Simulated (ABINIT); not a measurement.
# CdS (Greenockite): making up for missing bands, part 2 of 2

Aim: few bands, with and without a completion of the sum over empty states, for CdS (Greenockite).

ABINIT 10.8.3; PBE and many-body steps on it, plane waves. Known limits of the many-body steps: short of the basis limit; no spin-orbit coupling; coarse k mesh.

So far. Step 3 (Screening, 3×3×2 mesh, 164 bands, screening to 152.4 eV): Local fields lower ε∞ by 6 %. On a Γ-centred mesh this coarse the value itself is usually too large, while a short band sum pulls it down. Step 4 (164 bands): The gap on the mesh goes from 1.20 eV to 2.03 eV, a correction of +0.84 eV.

The database entry behind the starting cell differs from other determinations, so it need not match the best structure at room temperature.

**6. 38 bands**

This step: G0W0 on PBE, plane waves, norm-conserving pseudopotentials.

run.abi reads:

```
acell 3*1.0 Angstrom
rprim 
  4.137000000025 -0.000000000006 0.000000000000
  -2.068500000008 3.582747095481 0.000000000000
  0.000000000000 0.000000000000 6.714400000000
ntypat 2
znucl 48 16
natom 4
typat 1 1 2 2
xred 
  0.666666666667 0.333333333333 0.000000000000
  0.333333333333 0.666666666667 0.500000000000
  0.666666666667 0.333333333333 0.375000000000
  0.333333333333 0.666666666667 0.875000000000
pp_dirpath "pseudos"
pseudos "Cd.upf, S.upf"
ecut 47
ngkpt 3 3 2
nshiftk 1
shiftk 0 0 0
kptopt 1
chksymbreak 0
istwfk *1
occopt 1
irdwfk 1
optdriver 4
nband 38
gwcalctyp 0
ecutsigx 47
symsigma 1
nkptgw 1
kptgw 
  0.0000000000 0.0000000000 0.0000000000
bdgw 
  25 28
ecuteps 5.6
irdscr 1
ppmodel 1
indata_prefix "in"
outdata_prefix "out"
tmpdata_prefix "tmp"
```

Run with:

```sh
> OMP_NUM_THREADS=1 mpirun -n 8 abinit run.abi > log
```

Output:

```text
.Version 10.8.3 of ABINIT. v10.8.2 released Aug 2026.

 Symmetries : space group P6_3 m c (#186); Bravais hP (primitive hexag.)
[... echo of the input left out ...]
== DATASET  1 ==================================================================
-   mpi_nproc: 8, omp_nthreads: 1 (-1 if OMP is not activated)

--- !DatasetInfo
iteration_state: {dtset: 1, }
dimensions: {natom: 4, nkpt: 6, mband: 38, nsppol: 1, nspinor: 1, nspden: 1, mpw: 10374, }
cutoff_energies: {ecut:  47.0, pawecutdg:  -1.0, }
electrons: {nelect:   5.20000000E+01, charge:   0.00000000E+00, occopt:   1.00000000E+00, tsmear:   1.00000000E-02, }

 SIGMA: Calculation of the GW corrections

 Based on a program developped by R.W. Godby, V. Olevano, G. Onida, and L. Reining.
 Incorporated in ABINIT by V. Olevano, G.-M. Rignanese, and M. Torrent.
.Using double precision arithmetic ; gwpc =  8

[... cell and pseudopotentials left out ...]
--------------------------------------------------------------------------------

 ==== K-mesh for the wavefunctions ====
 Number of points in the irreducible wedge :     6
[... list of points left out ...]
 Together with 12 symmetry operations and time-reversal symmetry
 yields    18 points in the full Brillouin Zone.

 ==== Q-mesh for screening function ====
 Number of points in the irreducible wedge :     6
[... list of points left out ...]
 Together with 12 symmetry operations and time-reversal symmetry
 yields    18 points in the full Brillouin Zone.

 vcoul_init : cutoff-mode = AUXILIARY_FUNCTION
 q-points for optical limit:   1
     1)      0.000010    0.000020    0.000030
 setmesh: FFT mesh size selected  =    45x   45x   80
          total number of points  =       162000

 Number of electrons calculated from density =   52.0000; Expected =   52.0000
[...]
number of k-points in IBZ                           6
 number of q-points in IBZ                           6
 number of symmetry operations                      12
 number of k-points in BZ                           18
 number of q-points in BZ                           18
 number of frequencies for dSigma/dE                 9
 frequency step for dSigma/dE [eV]                0.25
 number of omega for Sigma on real axis              0
 max omega for Sigma on real axis  [eV]           0.00
 zcut for avoiding poles [eV]                     0.10

 EPSILON^-1 parameters (SCR file):
 dimension of the eps^-1 matrix on file            403
 dimension of the eps^-1 matrix used               403
 number of plane-waves for wavefunctions         10251
 number of bands                                    38
 number of q-points in IBZ                           6
 number of frequencies                               2
 number of real frequencies                          1
 number of imag frequencies                          1

 matrix elements of self-energy operator (all in [eV])

 Perturbative Calculation

--- !SelfEnergy_ee
iteration_state: {dtset: 1, }
kpoint     : [   0.000,    0.000,    0.000, ]
spin       : 1
KS_gap     :    1.198
QP_gap     :    2.268
Delta_QP_KS:    1.070
data: !SigmaeeData |
     Band     E0 <VxcDFT>   SigX SigC(E0)      Z dSigC/dE  Sig(E)    E-E0       E
       25   4.369 -15.331 -18.293   3.395   0.779  -0.283 -14.993   0.338   4.708
       26   4.369 -15.331 -18.293   3.395   0.779  -0.283 -14.993   0.338   4.708
       27   5.567 -10.684  -6.575  -2.381   0.815  -0.227  -9.275   1.408   6.976
       28   7.145 -11.042  -6.562  -2.427   0.818  -0.223  -9.364   1.678   8.823

== END DATASET(S) ==============================================================
================================================================================

 -outvars: echo values of variables after computation  --------
           etotal      0.0000000000E+00
            nband          38
             nkpt           6
          spgroup         186
 [... the other variables as echoed above ...]

 Calculation completed.
```

Elapsed: 3.6 s, on 8 MPI ranks of Arm Neoverse V2, shared host; peak memory 1.6 GiB.

This step gave:

- G0W0 gap on the mesh: 2.268 eV
- starting gap on the mesh: 1.198 eV
- k of the valence top: 0, 0, 0
- k of the conduction bottom: 0, 0, 0
- Z at the valence top: 0.779
- Z at the conduction bottom: 0.815
- least direct G0W0 gap on the computed points: 2.268 eV

Against G0W0 in ABINIT (3×3×2 mesh, 164 bands, screening to 152.4 eV, Godby-Needs plasmon pole), the gap moves by +0.234 eV.

**7. Screening, 3×3×2 mesh, 38 bands, screening to 152.4 eV**

This step: RPA screening on PBE, plane waves, norm-conserving pseudopotentials.

Edit run.abi of step 6 so:

```diff
@@ -25,15 +25,10 @@
 irdwfk 1
-optdriver 4
+optdriver 3
 nband 38
-gwcalctyp 0
-ecutsigx 47
-symsigma 1
-nkptgw 1
-kptgw 
-  0.0000000000 0.0000000000 0.0000000000
-bdgw 
-  25 28
 ecuteps 5.6
-irdscr 1
-ppmodel 1
+inclvkb 2
+awtr 1
+symchi 1
+gwcomp 1
+gwencomp 2
 indata_prefix "in"
```

Output:

```text
.Version 10.8.3 of ABINIT. v10.8.2 released Aug 2026.

 Symmetries : space group P6_3 m c (#186); Bravais hP (primitive hexag.)
[... echo of the input left out ...]
== DATASET  1 ==================================================================
-   mpi_nproc: 8, omp_nthreads: 1 (-1 if OMP is not activated)

--- !DatasetInfo
iteration_state: {dtset: 1, }
dimensions: {natom: 4, nkpt: 6, mband: 38, nsppol: 1, nspinor: 1, nspden: 1, mpw: 10374, }
cutoff_energies: {ecut:  47.0, pawecutdg:  -1.0, }
[...]
--------------------------------------------------------------------------------
[... chi0 elements left out ...]
 For q-point:  0.000010 0.000020 0.000030
  dielectric constant =  13.3487
  dielectric constant without local fields =  14.1098

  Average fulfillment of the sum rule on Im[epsilon] for q-point    1 :    124.70  [%]
[... wings left out ...]
  q-point number  2        q = ( 0.333333, 0.000000, 0.000000) [r.l.u.]
--------------------------------------------------------------------------------
[... chi0 elements left out ...]
  Average fulfillment of the sum rule on Im[epsilon] for q-point    2 :    129.11  [%]

 [... 4 further q-points ...]
```

It took 19 s on 8 MPI ranks; peak memory 2 GiB; 2.5 min of CPU time.

Numbers from this step:

```yaml
eps_infinity_with_local_fields_on_this_mesh: 13.35
eps_infinity_without_local_fields_on_this_mesh: 14.11
plasma_frequency: 26.84 eV
plane_waves_in_the_screening_matrix: 403
```

**8. 38 bands, completed**

This step: G0W0 on PBE, plane waves, norm-conserving pseudopotentials.

Edit run.abi of step 7 so:

```diff
@@ -25,8 +25,15 @@
 irdwfk 1
-optdriver 3
+optdriver 4
 nband 38
+gwcalctyp 0
+ecutsigx 47
+symsigma 1
+nkptgw 1
+kptgw 
+  0.0000000000 0.0000000000 0.0000000000
+bdgw 
+  25 28
 ecuteps 5.6
-inclvkb 2
-awtr 1
-symchi 1
+irdscr 1
+ppmodel 1
 gwcomp 1
```

Output:

```text
.Version 10.8.3 of ABINIT. v10.8.2 released Aug 2026.

 Symmetries : space group P6_3 m c (#186); Bravais hP (primitive hexag.)
[... echo of the input left out ...]
== DATASET  1 ==================================================================
-   mpi_nproc: 8, omp_nthreads: 1 (-1 if OMP is not activated)

--- !DatasetInfo
iteration_state: {dtset: 1, }
dimensions: {natom: 4, nkpt: 6, mband: 38, nsppol: 1, nspinor: 1, nspden: 1, mpw: 10374, }
cutoff_energies: {ecut:  47.0, pawecutdg:  -1.0, }
[...]
26   4.369 -15.331 -18.293   2.351   0.795  -0.258 -15.816  -0.485   3.885
       27   5.567 -10.684  -6.575  -3.455   0.825  -0.212 -10.145   0.539   6.106
       28   7.145 -11.042  -6.562  -3.643   0.829  -0.206 -10.348   0.694   7.839

== END DATASET(S) ==============================================================
================================================================================

 -outvars: echo values of variables after computation  --------
           etotal      0.0000000000E+00
            nband          38
             nkpt           6
          spgroup         186
 [... the other variables as echoed above ...]

 Calculation completed.
```

Elapsed: 3.7 s, on 8 MPI ranks; peak memory 1.6 GiB; 29 s of CPU time.

This step gave:

```yaml
g0w0_gap_on_the_mesh: 2.221 eV
starting_gap_on_the_mesh: 1.198 eV
k_of_the_valence_top: 0, 0, 0
k_of_the_conduction_bottom: 0, 0, 0
least_direct_g0w0_gap_on_the_computed_points: 2.221 eV
```

Against G0W0 in ABINIT (3×3×2 mesh, 164 bands, screening to 152.4 eV, Godby-Needs plasmon pole), the gap moves by +0.187 eV.

**9. Screening, 3×3×2 mesh, 74 bands, screening to 152.4 eV**

This step: RPA screening on PBE, plane waves, norm-conserving pseudopotentials.

Edit run.abi of step 8 so:

```diff
@@ -25,17 +25,8 @@
 irdwfk 1
-optdriver 4
-nband 38
-gwcalctyp 0
-ecutsigx 47
-symsigma 1
-nkptgw 1
-kptgw 
-  0.0000000000 0.0000000000 0.0000000000
-bdgw 
-  25 28
+optdriver 3
+nband 74
 ecuteps 5.6
-irdscr 1
-ppmodel 1
-gwcomp 1
-gwencomp 2
+inclvkb 2
+awtr 1
+symchi 1
 indata_prefix "in"
```

Output:

```text
.Version 10.8.3 of ABINIT. v10.8.2 released Aug 2026.

 Symmetries : space group P6_3 m c (#186); Bravais hP (primitive hexag.)
[... echo of the input left out ...]
== DATASET  1 ==================================================================
-   mpi_nproc: 8, omp_nthreads: 1 (-1 if OMP is not activated)

--- !DatasetInfo
iteration_state: {dtset: 1, }
dimensions: {natom: 4, nkpt: 6, mband: 74, nsppol: 1, nspinor: 1, nspden: 1, mpw: 10374, }
cutoff_energies: {ecut:  47.0, pawecutdg:  -1.0, }
[...]
--------------------------------------------------------------------------------
[... chi0 elements left out ...]
 For q-point:  0.000010 0.000020 0.000030
  dielectric constant =  13.4653
  dielectric constant without local fields =  14.2989

  Average fulfillment of the sum rule on Im[epsilon] for q-point    1 :     32.24  [%]
[... wings left out ...]
  q-point number  2        q = ( 0.333333, 0.000000, 0.000000) [r.l.u.]
--------------------------------------------------------------------------------
[... chi0 elements left out ...]
  Average fulfillment of the sum rule on Im[epsilon] for q-point    2 :     36.98  [%]

 [... 4 further q-points ...]
```

Run time: 16 s. Hardware: 8 MPI ranks; peak memory 2.1 GiB.

Read from the output:

```yaml
eps_infinity_with_local_fields_on_this_mesh: 13.47
eps_infinity_without_local_fields_on_this_mesh: 14.30
plasma_frequency: 26.84 eV
plane_waves_in_the_screening_matrix: 403
```

**10. 74 bands**

This step: G0W0 on PBE, plane waves, norm-conserving pseudopotentials.

Edit run.abi of step 9 so:

```diff
@@ -25,8 +25,15 @@
 irdwfk 1
-optdriver 3
+optdriver 4
 nband 74
+gwcalctyp 0
+ecutsigx 47
+symsigma 1
+nkptgw 1
+kptgw 
+  0.0000000000 0.0000000000 0.0000000000
+bdgw 
+  25 28
 ecuteps 5.6
-inclvkb 2
-awtr 1
-symchi 1
+irdscr 1
+ppmodel 1
 indata_prefix "in"
```

Output:

```text
.Version 10.8.3 of ABINIT. v10.8.2 released Aug 2026.

 Symmetries : space group P6_3 m c (#186); Bravais hP (primitive hexag.)
[... echo of the input left out ...]
== DATASET  1 ==================================================================
-   mpi_nproc: 8, omp_nthreads: 1 (-1 if OMP is not activated)

--- !DatasetInfo
iteration_state: {dtset: 1, }
dimensions: {natom: 4, nkpt: 6, mband: 74, nsppol: 1, nspinor: 1, nspden: 1, mpw: 10374, }
cutoff_energies: {ecut:  47.0, pawecutdg:  -1.0, }
[...]
26   4.369 -15.331 -18.293   2.789   0.782  -0.278 -15.467  -0.135   4.234
       27   5.567 -10.684  -6.575  -3.184   0.813  -0.231  -9.933   0.751   6.318
       28   7.145 -11.042  -6.562  -3.330   0.815  -0.228 -10.105   0.936   8.081

== END DATASET(S) ==============================================================
================================================================================

 -outvars: echo values of variables after computation  --------
           etotal      0.0000000000E+00
            nband          74
             nkpt           6
          spgroup         186
 [... the other variables as echoed above ...]

 Calculation completed.
```

It took 4.6 s on 8 MPI ranks; peak memory 1.8 GiB; 35 s of CPU time.

Read from the output:

```
G0W0 gap on the mesh                         : 2.084 eV
starting gap on the mesh                     : 1.198 eV
k of the valence top                         : 0, 0, 0
k of the conduction bottom                   : 0, 0, 0
least direct G0W0 gap on the computed points : 2.084 eV
```

Against G0W0 in ABINIT (3×3×2 mesh, 164 bands, screening to 152.4 eV, Godby-Needs plasmon pole), the gap moves by +0.050 eV.

**11. Screening, 3×3×2 mesh, 74 bands, screening to 152.4 eV**

This step: RPA screening on PBE, plane waves, norm-conserving pseudopotentials.

Edit run.abi of step 10 so:

```diff
@@ -25,15 +25,10 @@
 irdwfk 1
-optdriver 4
+optdriver 3
 nband 74
-gwcalctyp 0
-ecutsigx 47
-symsigma 1
-nkptgw 1
-kptgw 
-  0.0000000000 0.0000000000 0.0000000000
-bdgw 
-  25 28
 ecuteps 5.6
-irdscr 1
-ppmodel 1
+inclvkb 2
+awtr 1
+symchi 1
+gwcomp 1
+gwencomp 3
 indata_prefix "in"
```

Output:

```text
.Version 10.8.3 of ABINIT. v10.8.2 released Aug 2026.

 Symmetries : space group P6_3 m c (#186); Bravais hP (primitive hexag.)
[... echo of the input left out ...]
== DATASET  1 ==================================================================
-   mpi_nproc: 8, omp_nthreads: 1 (-1 if OMP is not activated)

--- !DatasetInfo
iteration_state: {dtset: 1, }
dimensions: {natom: 4, nkpt: 6, mband: 74, nsppol: 1, nspinor: 1, nspden: 1, mpw: 10374, }
cutoff_energies: {ecut:  47.0, pawecutdg:  -1.0, }
[...]
--------------------------------------------------------------------------------
[... chi0 elements left out ...]
 For q-point:  0.000010 0.000020 0.000030
  dielectric constant =  13.4940
  dielectric constant without local fields =  14.2989

  Average fulfillment of the sum rule on Im[epsilon] for q-point    1 :    136.21  [%]
[... wings left out ...]
  q-point number  2        q = ( 0.333333, 0.000000, 0.000000) [r.l.u.]
--------------------------------------------------------------------------------
[... chi0 elements left out ...]
  Average fulfillment of the sum rule on Im[epsilon] for q-point    2 :    137.37  [%]

 [... 4 further q-points ...]
```

Run time: 28 s. Hardware: 8 MPI ranks; peak memory 2.4 GiB.

This step gave:

```
ε∞ with local fields, on this mesh    : 13.49
ε∞ without local fields, on this mesh : 14.30
plasma frequency                      : 26.84 eV
plane waves in the screening matrix   : 403
```

**12. 74 bands, completed**

This step: G0W0 on PBE, plane waves, norm-conserving pseudopotentials.

Edit run.abi of step 11 so:

```diff
@@ -25,8 +25,15 @@
 irdwfk 1
-optdriver 3
+optdriver 4
 nband 74
+gwcalctyp 0
+ecutsigx 47
+symsigma 1
+nkptgw 1
+kptgw 
+  0.0000000000 0.0000000000 0.0000000000
+bdgw 
+  25 28
 ecuteps 5.6
-inclvkb 2
-awtr 1
-symchi 1
+irdscr 1
+ppmodel 1
 gwcomp 1
```

Output:

```text
.Version 10.8.3 of ABINIT. v10.8.2 released Aug 2026.

 Symmetries : space group P6_3 m c (#186); Bravais hP (primitive hexag.)
[... echo of the input left out ...]
== DATASET  1 ==================================================================
-   mpi_nproc: 8, omp_nthreads: 1 (-1 if OMP is not activated)

--- !DatasetInfo
iteration_state: {dtset: 1, }
dimensions: {natom: 4, nkpt: 6, mband: 74, nsppol: 1, nspinor: 1, nspden: 1, mpw: 10374, }
cutoff_energies: {ecut:  47.0, pawecutdg:  -1.0, }
[...]
26   4.369 -15.331 -18.293   2.257   0.780  -0.281 -15.881  -0.550   3.820
       27   5.567 -10.684  -6.575  -3.668   0.813  -0.229 -10.325   0.359   5.926
       28   7.145 -11.042  -6.562  -3.895   0.816  -0.226 -10.565   0.477   7.621

== END DATASET(S) ==============================================================
================================================================================

 -outvars: echo values of variables after computation  --------
           etotal      0.0000000000E+00
            nband          74
             nkpt           6
          spgroup         186
 [... the other variables as echoed above ...]

 Calculation completed.
```

Run time: 4.6 s. Hardware: 8 MPI ranks; peak memory 1.8 GiB.

Read from the output:

```yaml
g0w0_gap_on_the_mesh: 2.106 eV
starting_gap_on_the_mesh: 1.198 eV
k_of_the_valence_top: 0, 0, 0
k_of_the_conduction_bottom: 0, 0, 0
least_direct_g0w0_gap_on_the_computed_points: 2.106 eV
```

Against G0W0 in ABINIT (3×3×2 mesh, 164 bands, screening to 152.4 eV, Godby-Needs plasmon pole), the gap moves by +0.072 eV.

**13. The runs together**

Times are wall times on 8 MPI ranks of Arm Neoverse V2, shared host, good to a factor of about two. A run's time includes the screening step that it read.

```
                run   mesh  bands  screening cutoff (eV)  DFT gap (eV)  gap on the mesh (eV)  direct (eV)  ε∞ used  time
          164 bands  3×3×2    164                  152.4         1.198                 2.034        2.034    13.58  48 s
           38 bands  3×3×2     38                  152.4         1.198                 2.268        2.268    13.26  11 s
38 bands, completed  3×3×2     38                  152.4         1.198                 2.221        2.221    13.35  23 s
           74 bands  3×3×2     74                  152.4         1.198                 2.084        2.084    13.47  20 s
74 bands, completed  3×3×2     74                  152.4         1.198                 2.106        2.106    13.49  32 s
```

**14. Results**

```yaml
164_bands: 2.034 eV
38_bands: 2.268 eV
38_bands_completed: 2.221 eV
74_bands: 2.084 eV
74_bands_completed: 2.106 eV
```

What this shows: 38 bands: +0.234 eV against 164 bands. 38 bands, completed: +0.187 eV against 164 bands. 74 bands: +0.050 eV against 164 bands. 74 bands, completed: +0.072 eV against 164 bands. The row with most bands is itself short of the limit, so it is no exact reference, and agreement of a truncated run with it can be a cancellation between the edges. The 3×3×2 mesh is coarse for this cell, which bears on the long-range parts of exchange and screening. The many-body steps are scalar-relativistic: spin-orbit coupling is not in them.

[Long decimals in the printed logs are rounded to 6 places.]

[Logs are printed without paths, hosts, clocks, repeated set-up lines and the standing remarks that a program may print on its own settings, such as how far it seeks lower states.]

[Paths, hosts, dates, memory and timing lines, banners, echoed tables and standing remarks are left out of the program output; an Ansatz launch command may be rebuilt from the run's recorded settings. Measured values are a selection of at most five: reports struck by readers or far from the other reports are left out. None is set beside runs whose start may be inverted or whose files or cutoffs have a known fault.]

[Runs of the session that timed out or met a known fault of the program may be left out.]

[Hosts, paths, dates, database ids (printed as entryN), source tags and the programs' standing remarks are cut or masked in the printed files.]

[G0W0 gaps are taken among the corrected bands and points alone; a level outside them can change the order at an edge.]

[Where Ansatz stands beside ABINIT at settings called matched, ABINIT's density can come from a denser mesh and the files from another edition; pairs whose starting gaps differed by over 0.03 eV were left out, so agreement reads better than it is.]
